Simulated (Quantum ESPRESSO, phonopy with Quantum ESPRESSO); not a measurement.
# SiC (F-43m): phonons against volume, part 6 of 8

Wanted: mode Grüneisen parameters of SiC and a free-energy fit over volumes.

Quantum ESPRESSO 7.5; DFT LDA, scalar-relativistic, plane waves, GBRV ultrasoft pseudopotentials.

So far. Step 5 (Born charges and dielectric tensor): The Born charges sum to zero within 0.0024 e; the rest is removed before use. Acoustic frequencies in this log differ from zero by the error of the sum rule, which ph.x does not impose. Step 6 (Forces on a displaced cell): At this level the gap is 1.44 eV on the k-mesh of the self-consistent run, which can miss the band edges.

## (8) Lattice dynamics at this volume, V/V0 1

This step: DFT LDA, scalar-relativistic, plane waves, GBRV ultrasoft pseudopotentials (phonopy with Quantum ESPRESSO 4.10.0 / 7.5).

Elapsed: 11 min, on 8 threads of Arm Neoverse V1, shared host; 86 min of CPU time.

This step gave:

```
point group                              : -43m
highest frequency                        : 974.1 cm⁻¹
Debye temperature from the second moment : 1190 K
lowest frequency on the path             : 0 cm⁻¹
zero-point energy                        : 0.2222 eV/cell
Γ frequencies                            : 0, 0, 0, 798.8, 798.8, 798.8 cm⁻¹ (negative: imaginary)
```

Phonopy, LO-TO term from ph.x's tensors. Phonon branches along the path, in cm⁻¹:

| point | branch 1 | branch 2 | branch 3 | branch 4 | branch 5 | branch 6 |
| --- | --- | --- | --- | --- | --- | --- |
| Γ | 0 | 0 | 0 | 799 | 799 | 974 |
| halfway | 269 | 269 | 402 | 782 | 782 | 923 |
| X | 371 | 371 | 625 | 772 | 772 | 853 |
| halfway | 367 | 396 | 609 | 770 | 771 | 854 |
| U | 353 | 446 | 568 | 765 | 766 | 860 |
| jump to K | 353 | 446 | 568 | 765 | 766 | 860 |
| halfway | 215 | 314 | 427 | 779 | 795 | 899 |
| Γ | 0 | 0 | 0 | 799 | 799 | 974 |
| halfway | 189 | 189 | 408 | 786 | 786 | 923 |
| L | 268 | 268 | 610 | 772 | 772 | 848 |
| halfway | 322 | 392 | 568 | 768 | 770 | 856 |
| W | 398 | 440 | 552 | 756 | 778 | 856 |
| halfway | 384 | 399 | 594 | 764 | 775 | 854 |
| X | 371 | 371 | 625 | 772 | 772 | 853 |

The phonon branches as a text plot (rows in cm⁻¹):

```
    954 |*****                     *********
    913 |     ****              ***         ***
    873 |         **************               **    ************
    832 |                                        ****
    791 |***************    **************************  *********
    751 |              *********                    ************
    710 |
    670 |
    629 |            **                          *             **
    589 |          **  ***                      * ****       **
    548 |         *       **                   *      *******
    507 |                   **
    467 |       **         *  **             **
    426 |               *** **  *           *          ******
    386 |     **     ***      **                      * *********
    345 |         ***   ****     **                  * *
    304 |    *  **          **  *          *        ***
    264 |     **              ** ****          ******
    223 |  ***                  *        **  **
    183 |                        ****       *
    142 |  **                        *     *
    101 | *                        ***  ***
     61 | *                          *  *
     20 |*                            **
         Γ           X  U|K            Γ         L        W     X
```

Harmonic. Thermo, by row:

| T (K) | F_vib (meV/atom) | S (J/mol-atom/K) | C_V (J/mol-atom/K) |
| --- | --- | --- | --- |
| 0 | 111.1 | 0 | 0 |
| 50 | 111.1 | 0.083 | 0.285 |
| 100 | 110.9 | 0.791 | 2.276 |
| 150 | 110.1 | 2.255 | 5.194 |
| 200 | 108.5 | 4.164 | 8.212 |
| 250 | 105.8 | 6.304 | 11.02 |
| 300 | 101.9 | 8.532 | 13.43 |
| 350 | 96.94 | 10.76 | 15.4 |
| 400 | 90.8 | 12.92 | 16.99 |
| 450 | 83.57 | 15 | 18.26 |
| 500 | 75.28 | 16.98 | 19.27 |
| 550 | 65.99 | 18.85 | 20.09 |
| 600 | 55.75 | 20.63 | 20.75 |
| 650 | 44.62 | 22.31 | 21.29 |
| 700 | 32.65 | 23.91 | 21.74 |
| 750 | 19.86 | 25.42 | 22.11 |
| 800 | 6.31 | 26.86 | 22.42 |
| 850 | -7.96 | 28.22 | 22.69 |
| 900 | -22.93 | 29.53 | 22.91 |
| 950 | -38.55 | 30.77 | 23.11 |
| 1000 | -54.81 | 31.96 | 23.28 |

The modes has structure finer than the step of the table below, so its rows give means over 25 cm⁻¹, whole bins alone (the curve runs from -10 to 1011 cm⁻¹). Peaks (cm⁻¹: height): C 773.6: 0.0572, 857.1: 0.0273; Si 356.1: 0.0102, 555.2: 0.0118, 773.6: 0.0132, 863.5: 0.00229.

Phonopy on the run's constants, 21x21x21 mesh, Gaussian sigma 7.3 cm⁻¹. The modes by wavenumber; means over each step; values in 1/cm⁻¹/cell:

| wavenumber (cm⁻¹) | C | Si |
| --- | --- | --- |
| 25 | 7.7e-6 | 1.9e-5 |
| 50 | 3.6e-5 | 8.7e-5 |
| 75 | 9.7e-5 | 2.3e-4 |
| 100 | 1.3e-4 | 3.2e-4 |
| 125 | 2.6e-4 | 6.3e-4 |
| 150 | 3.7e-4 | 9.1e-4 |
| 175 | 5.0e-4 | 0.00127 |
| 200 | 7.3e-4 | 0.00191 |
| 225 | 9.8e-4 | 0.00264 |
| 250 | 0.00145 | 0.00417 |
| 275 | 0.00206 | 0.00640 |
| 300 | 0.00219 | 0.00740 |
| 325 | 0.00223 | 0.00841 |
| 350 | 0.00219 | 0.00971 |
| 375 | 0.00172 | 0.00899 |
| 400 | 0.00115 | 0.00614 |
| 425 | 0.00104 | 0.00588 |
| 450 | 8.0e-4 | 0.00446 |
| 475 | 4.9e-4 | 0.00197 |
| 500 | 5.6e-4 | 0.00256 |
| 525 | 6.8e-4 | 0.00488 |
| 550 | 7.0e-4 | 0.0103 |
| 575 | 3.3e-4 | 0.00669 |
| 600 | 8.2e-5 | 0.00275 |
| 625 | 5.7e-6 | 4.3e-4 |
| 650 | 0 | 3.2e-6 |
| 675 | 0 | 0 |
| 700 | 0 | 0 |
| 725 | 1.2e-5 | 5.0e-7 |
| 750 | 0.00840 | 0.00140 |
| 775 | 0.0453 | 0.0109 |
| 800 | 0.0106 | 0.00350 |
| 825 | 1.8e-4 | 2.2e-5 |
| 850 | 0.0150 | 0.00114 |
| 875 | 0.0122 | 0.00152 |
| 900 | 0.00376 | 9.9e-4 |
| 925 | 0.00224 | 7.8e-4 |
| 950 | 0.00127 | 5.0e-4 |
| 975 | 3.1e-4 | 1.3e-4 |

No LO-TO term. Modes at Γ, with each element's share of the kinetic energy:

| mode | frequency (cm⁻¹) | symmetry | Si % | C % |
| --- | --- | --- | --- | --- |
| 1 | 0.0 | T2 | 70 | 30 |
| 2 | 0.0 | T2 | 70 | 30 |
| 3 | 0.0 | T2 | 70 | 30 |
| 4 | 798.8 | T2 | 30 | 70 |
| 5 | 798.8 | T2 | 30 | 70 |
| 6 | 798.8 | T2 | 30 | 70 |

Displacements in mode 4 (798.8 cm⁻¹), the largest set to 1:
```
Si1 -0.34 -0.43 -0.04
C2   0.81  1.00  0.09
```

No mode is imaginary beyond numerical noise along the path.

The time given is that of the 2 pw.x runs on displaced cells behind this step.

The supercell is 7.5 Å across at its narrowest and was not tested against a larger one: only its own wavevectors are exact, and acoustic branches between them, with the entropy at low temperature, can be off.

## (9) Ground state at this cell, V/V0 1.015

A tight ground state at this cell gives the energy of this member; its pressure is the stress at this cutoff, which can carry an offset from the finite basis.

This step: DFT LDA, scalar-relativistic, plane waves, GBRV ultrasoft pseudopotentials (Quantum ESPRESSO 7.5).

System of this step: SiC. It takes space group F-43m (No. 216, cubic). Conventional cell: a = 4.350 Å, b = 4.350 Å, c = 4.350 Å, α = 90.00°, β = 90.00°, γ = 90.00°. Nearest to Si lie 4 C at 1.88 Å. C has 4 Si at 1.88 Å nearest. Farther neighbours are not listed.

Input file scf.in:

```
 &control
    calculation='scf',
    prefix='x',
    outdir='./tmp',
    pseudo_dir='./pseudo',
    tprnfor=.true.,
    tstress=.true.,
 /
 &system
    ibrav=0,
    nat=2,
    ntyp=2,
    ecutwfc=45.0,
    ecutrho=270.0,
    occupations='fixed',
    nbnd=6,
 /
 &electrons
    conv_thr=1.0d-12,
    mixing_beta=0.7,
    electron_maxstep=100,
 /
ATOMIC_SPECIES
 Si     28.0850  Si.upf
 C      12.0110  C.upf
CELL_PARAMETERS angstrom
     0.000000000    2.174883510    2.174883510
     2.174883510    0.000000000    2.174883510
     2.174883510    2.174883510    0.000000000
ATOMIC_POSITIONS crystal
 Si     0.000000000   0.000000000   0.000000000
 C      0.250000000   0.250000000   0.250000000
K_POINTS automatic
 12 12 12 0 0 0
```

On the command line:

```sh
> OMP_NUM_THREADS=1 mpirun -n 8 pw.x -nk 8 -in scf.in > scf.out
```

The log of the run:

```text
[banner, memory and clock lines left out]
Program PWSCF v.7.5

     Message from routine setup:
     using ibrav=0 with symmetry is DISCOURAGED, use correct ibrav instead

     G-vector sticks info

     bravais-lattice index     =            0
     lattice parameter (alat)  =       5.8123  a.u.
     unit-cell volume          =     138.8464 (a.u.)^3
     number of atoms/cell      =            2
     number of atomic types    =            2
     number of electrons       =         8.00
[...]
atom    2 type  2   force =     0.00000000    0.00000000    0.00000000

     Total force =     0.000000     Total SCF correction =     0.000000

     Computing stress (Cartesian axis) and pressure

          total   stress  (Ry/bohr**3)                   (kbar)     P=      -33.23
[...]
-0.00000000  -0.00022590  -0.00000000           -0.00      -33.23       -0.00
   0.00000000  -0.00000000  -0.00022590            0.00       -0.00      -33.23

     XML data file, charge density, pseudopotentials, collected wavefunctions
[key lines of the parts left out:]
!    total energy              =     -21.20029203 Ry
convergence has been achieved in  12 iterations
```

The job ended after 1.9 s (8 MPI ranks; 15 s of CPU time).

At this level the gap is 1.31 eV on the k-mesh of the self-consistent run, which can miss the band edges.

## (10) Born charges and dielectric tensor

In a polar crystal the Born charges and ε∞ give the long-range dipole term that a finite supercell misses. They are those of this k-mesh and were not tested on a denser one; where the gap is small they converge slowly, and the LO modes with them.

Input file ph.in:

```
phonons
 &inputph
    prefix='x',
    outdir='./tmp',
    fildyn='x.dyn',
    tr2_ph=1.0d-18,
    epsil=.true.,
 /
0.000000000 0.000000000 0.000000000
```

scf.in is that of step 9.

On the command line:

```sh
> OMP_NUM_THREADS=1 mpirun -n 8 ph.x -nk 8 -in ph.in > ph.out
```

The log of the run:

```text
[banner, memory and clock lines left out]
Program PHONON v.7.5

     ./tmp/x.save/

     IMPORTANT: XC functional enforced from input :
     Exchange-correlation= PZ
                           (   1   1   0   0   0   0   0)
     Any further DFT definition will be discarded
     Please, verify this is what you really want

     G-vector sticks info

     Reading collected, re-writing distributed wavefunctions in ./tmp/

     Number and degeneracy of irreps per q-point
       N         xq(1)         xq(2)         xq(3)   N irreps
[...]
freq (    1) =      -0.215385 [THz] =      -7.184478 [cm-1]
     freq (    2) =      -0.215385 [THz] =      -7.184478 [cm-1]
     freq (    3) =      -0.215385 [THz] =      -7.184478 [cm-1]
     freq (    4) =      23.537658 [THz] =     785.131749 [cm-1]
     freq (    5) =      23.537658 [THz] =     785.131749 [cm-1]
     freq (    6) =      23.537658 [THz] =     785.131749 [cm-1]
 **************************************************************************

     Mode symmetry, T_d (-43m)  point group:

     freq (   1-   3) =         -7.2  [cm-1]   --> T_2  G_15 P_4   I+R
     freq (   4-   6) =        785.1  [cm-1]   --> T_2  G_15 P_4   I+R
```

The job ended after 15 s (8 MPI ranks; 2 min of CPU time).

The Born charges sum to zero within 0.0024 e; the rest is removed before use. Acoustic frequencies in this log differ from zero by the error of the sum rule, which ph.x does not impose.

## (11) A displaced supercell

One atom (for the harmonic constants) or a pair of atoms (for the cubic ones) is moved by a few hundredths of an ångström; the forces on all atoms give a column of force constants. The threshold is tight because the forces are small.

System of this step: SiC. The cell holds 54 atoms: 27 Si and 27 C. Its edges and angles: a = 9.227 Å, b = 9.227 Å, c = 9.227 Å, α = 60.0°, β = 60.0°, γ = 60.0°. It derives from SiC, repeated 3×3×3.

Input file disp-00001.in:

```
 &control
    calculation='scf',
    prefix='x',
    outdir='./tmp',
    pseudo_dir='./pseudo',
    tprnfor=.true.,
    disk_io='none',
 /
 &system
    ibrav=0,
    nat=54,
    ntyp=2,
    ecutwfc=45.0,
    ecutrho=270.0,
    occupations='fixed',
    nbnd=110,
 /
 &electrons
    conv_thr=1.0d-11,
    mixing_beta=0.7,
    electron_maxstep=100,
 /
ATOMIC_SPECIES
 Si     28.0850  Si.upf
 C      12.0110  C.upf
CELL_PARAMETERS angstrom
     0.000000000    6.524650531    6.524650531
     6.524650531    0.000000000    6.524650531
     6.524650531    6.524650531    0.000000000
ATOMIC_POSITIONS crystal
 Si     0.002167493   0.000000000   0.000000000
 Si     0.333333333   0.000000000   0.000000000
 Si     0.666666667   0.000000000   0.000000000
 Si     0.000000000   0.333333333   0.000000000
 Si     0.333333333   0.333333333   0.000000000
 Si     0.666666667   0.333333333   0.000000000
 Si     0.000000000   0.666666667   0.000000000
 Si     0.333333333   0.666666667   0.000000000
 Si     0.666666667   0.666666667   0.000000000
 Si     0.000000000   0.000000000   0.333333333
 Si     0.333333333   0.000000000   0.333333333
 Si     0.666666667   0.000000000   0.333333333
 Si     0.000000000   0.333333333   0.333333333
 Si     0.333333333   0.333333333   0.333333333
 Si     0.666666667   0.333333333   0.333333333
 Si     0.000000000   0.666666667   0.333333333
 Si     0.333333333   0.666666667   0.333333333
 Si     0.666666667   0.666666667   0.333333333
 Si     0.000000000   0.000000000   0.666666667
 Si     0.333333333   0.000000000   0.666666667
 Si     0.666666667   0.000000000   0.666666667
 Si     0.000000000   0.333333333   0.666666667
 Si     0.333333333   0.333333333   0.666666667
 Si     0.666666667   0.333333333   0.666666667
 Si     0.000000000   0.666666667   0.666666667
 Si     0.333333333   0.666666667   0.666666667
 Si     0.666666667   0.666666667   0.666666667
 C      0.083333333   0.083333333   0.083333333
 C      0.416666667   0.083333333   0.083333333
 C      0.750000000   0.083333333   0.083333333
 C      0.083333333   0.416666667   0.083333333
 C      0.416666667   0.416666667   0.083333333
 C      0.750000000   0.416666667   0.083333333
 C      0.083333333   0.750000000   0.083333333
 C      0.416666667   0.750000000   0.083333333
 C      0.750000000   0.750000000   0.083333333
 C      0.083333333   0.083333333   0.416666667
 C      0.416666667   0.083333333   0.416666667
 C      0.750000000   0.083333333   0.416666667
 C      0.083333333   0.416666667   0.416666667
 C      0.416666667   0.416666667   0.416666667
 C      0.750000000   0.416666667   0.416666667
 C      0.083333333   0.750000000   0.416666667
 C      0.416666667   0.750000000   0.416666667
 C      0.750000000   0.750000000   0.416666667
 C      0.083333333   0.083333333   0.750000000
 C      0.416666667   0.083333333   0.750000000
 C      0.750000000   0.083333333   0.750000000
 C      0.083333333   0.416666667   0.750000000
 C      0.416666667   0.416666667   0.750000000
 C      0.750000000   0.416666667   0.750000000
 C      0.083333333   0.750000000   0.750000000
 C      0.416666667   0.750000000   0.750000000
 C      0.750000000   0.750000000   0.750000000
K_POINTS automatic
 3 3 3 0 0 0
```

On the command line:

```sh
> OMP_NUM_THREADS=1 mpirun -n 4 pw.x -nk 4 -in disp-00001.in > disp-00001.out
```

The log of the run:

```text
[banner, memory and clock lines left out]
Program PWSCF v.7.5

     Message from routine setup:
     using ibrav=0 with symmetry is DISCOURAGED, use correct ibrav instead

     G-vector sticks info

     bravais-lattice index     =            0
     lattice parameter (alat)  =      17.4370  a.u.
     unit-cell volume          =    3748.8526 (a.u.)^3
     number of atoms/cell      =           54
     number of atomic types    =            2
     number of electrons       =       216.00
[...]
atom    1 type  1   force =    -0.00046662   -0.01391976   -0.01391976
     atom    2 type  1   force =    -0.00026692    0.00148144    0.00148144
     atom    3 type  1   force =     0.00027313    0.00145136    0.00145136
[...]
atom   53 type  2   force =     0.00014500    0.00000825    0.00000825
     atom   54 type  2   force =     0.00000073   -0.00003328   -0.00003328

     Total force =     0.022501     Total SCF correction =     0.000003
     Message from routine punch:
     Nothing written, as per user request (disk_io='none')
[key lines of the parts left out:]
!    total energy              =    -572.40666498 Ry
convergence has been achieved in  16 iterations
```

The job ended after 12 min (4 MPI ranks; 46 min of CPU time).

## (12) Lattice dynamics at this volume, V/V0 1.015

This step: DFT LDA, scalar-relativistic, plane waves, GBRV ultrasoft pseudopotentials (phonopy with Quantum ESPRESSO 4.10.0 / 7.5).

Elapsed: 12 min, on 8 threads.

No mode is imaginary beyond numerical noise along the path. The highest zone-centre mode (no LO–TO term) moved by -1.7 % for a volume change of +1.5 %.

The time given is that of the 2 pw.x runs on displaced cells behind this step.

## (13) Ground state at this cell, V/V0 0.985

A tight ground state at this cell gives the energy of this member; its pressure is the stress at this cutoff, which can carry an offset from the finite basis.

This step: DFT LDA, scalar-relativistic, plane waves, GBRV ultrasoft pseudopotentials (Quantum ESPRESSO 7.5).

System of this step: SiC. It takes space group F-43m (No. 216, cubic). Conventional cell: a = 4.306 Å, b = 4.306 Å, c = 4.306 Å, α = 90.00°, β = 90.00°, γ = 90.00°. Si has 4 C at 1.86 Å nearest. Nearest to C lie 4 Si at 1.86 Å. Farther neighbours are not listed.

scf.in: that of step 10 with these lines changed.

```diff
@@ -26,5 +26,5 @@
 CELL_PARAMETERS angstrom
-     0.000000000    2.174883510    2.174883510
-     2.174883510    0.000000000    2.174883510
-     2.174883510    2.174883510    0.000000000
+     0.000000000    2.153241443    2.153241443
+     2.153241443    0.000000000    2.153241443
+     2.153241443    2.153241443    0.000000000
 ATOMIC_POSITIONS crystal
```

On the command line:

```sh
> OMP_NUM_THREADS=1 mpirun -n 8 pw.x -nk 8 -in scf.in > scf.out
```

The log of the run:

```text
[banner, memory and clock lines left out]
Program PWSCF v.7.5

     Message from routine setup:
     using ibrav=0 with symmetry is DISCOURAGED, use correct ibrav instead

     G-vector sticks info

     bravais-lattice index     =            0
     lattice parameter (alat)  =       5.7545  a.u.
     unit-cell volume          =     134.7426 (a.u.)^3
     number of atoms/cell      =            2
     number of atomic types    =            2
     number of electrons       =         8.00
[...]
atom    2 type  2   force =     0.00000000    0.00000000   -0.00000000

     Total force =     0.000000     Total SCF correction =     0.000000

     Computing stress (Cartesian axis) and pressure

          total   stress  (Ry/bohr**3)                   (kbar)     P=       35.57
[...]
0.00000000   0.00024181   0.00000000            0.00       35.57        0.00
   0.00000000   0.00000000   0.00024181            0.00        0.00       35.57

     XML data file, charge density, pseudopotentials, collected wavefunctions
[key lines of the parts left out:]
!    total energy              =     -21.20024368 Ry
convergence has been achieved in  13 iterations
```

Run time: 1.9 s. Hardware: 8 MPI ranks.

The run ends at a pressure of 3.56 GPa.

## (14) Zone-centre response

In a polar crystal the Born charges and ε∞ give the long-range dipole term that a finite supercell misses. They are those of this k-mesh and were not tested on a denser one; where the gap is small they converge slowly, and the LO modes with them.

ph.in is that of step 10.

scf.in is that of step 13.

On the command line:

```sh
> OMP_NUM_THREADS=1 mpirun -n 8 ph.x -nk 8 -in ph.in > ph.out
```

The log of the run:

```text
[banner, memory and clock lines left out]
Program PHONON v.7.5

     ./tmp/x.save/

     IMPORTANT: XC functional enforced from input :
     Exchange-correlation= PZ
                           (   1   1   0   0   0   0   0)
     Any further DFT definition will be discarded
     Please, verify this is what you really want

     G-vector sticks info

     Reading collected, re-writing distributed wavefunctions in ./tmp/

     Number and degeneracy of irreps per q-point
       N         xq(1)         xq(2)         xq(3)   N irreps
[...]
freq (    1) =      -0.240850 [THz] =      -8.033880 [cm-1]
     freq (    2) =      -0.240850 [THz] =      -8.033880 [cm-1]
     freq (    3) =      -0.240850 [THz] =      -8.033880 [cm-1]
     freq (    4) =      24.351427 [THz] =     812.276159 [cm-1]
     freq (    5) =      24.351427 [THz] =     812.276159 [cm-1]
     freq (    6) =      24.351427 [THz] =     812.276159 [cm-1]
 **************************************************************************

     Mode symmetry, T_d (-43m)  point group:

     freq (   1-   3) =         -8.0  [cm-1]   --> T_2  G_15 P_4   I+R
     freq (   4-   6) =        812.3  [cm-1]   --> T_2  G_15 P_4   I+R
```

The job ended after 14 s (8 MPI ranks; 1.9 min of CPU time).

ε∞:

```
6.89 0.00 0.00
0.00 6.89 0.00
0.00 0.00 6.89
```

The Born charges sum to zero within 0.0025 e; the rest is removed before use. Acoustic frequencies in this log differ from zero by the error of the sum rule, which ph.x does not impose.

(Continued in part 7 of 8.)

[Logs are printed without paths, hosts, clocks, repeated set-up lines and the standing remarks that a program may print on its own settings, such as how far it seeks lower states.]

[Hosts, paths, dates, database ids (printed as entryN), source tags and the programs' standing remarks are cut or masked in the printed files.]

[A step with changed settings may run another functional than the one named; its input shows which.]

[Of the runs on displaced cells, only some may be shown.]
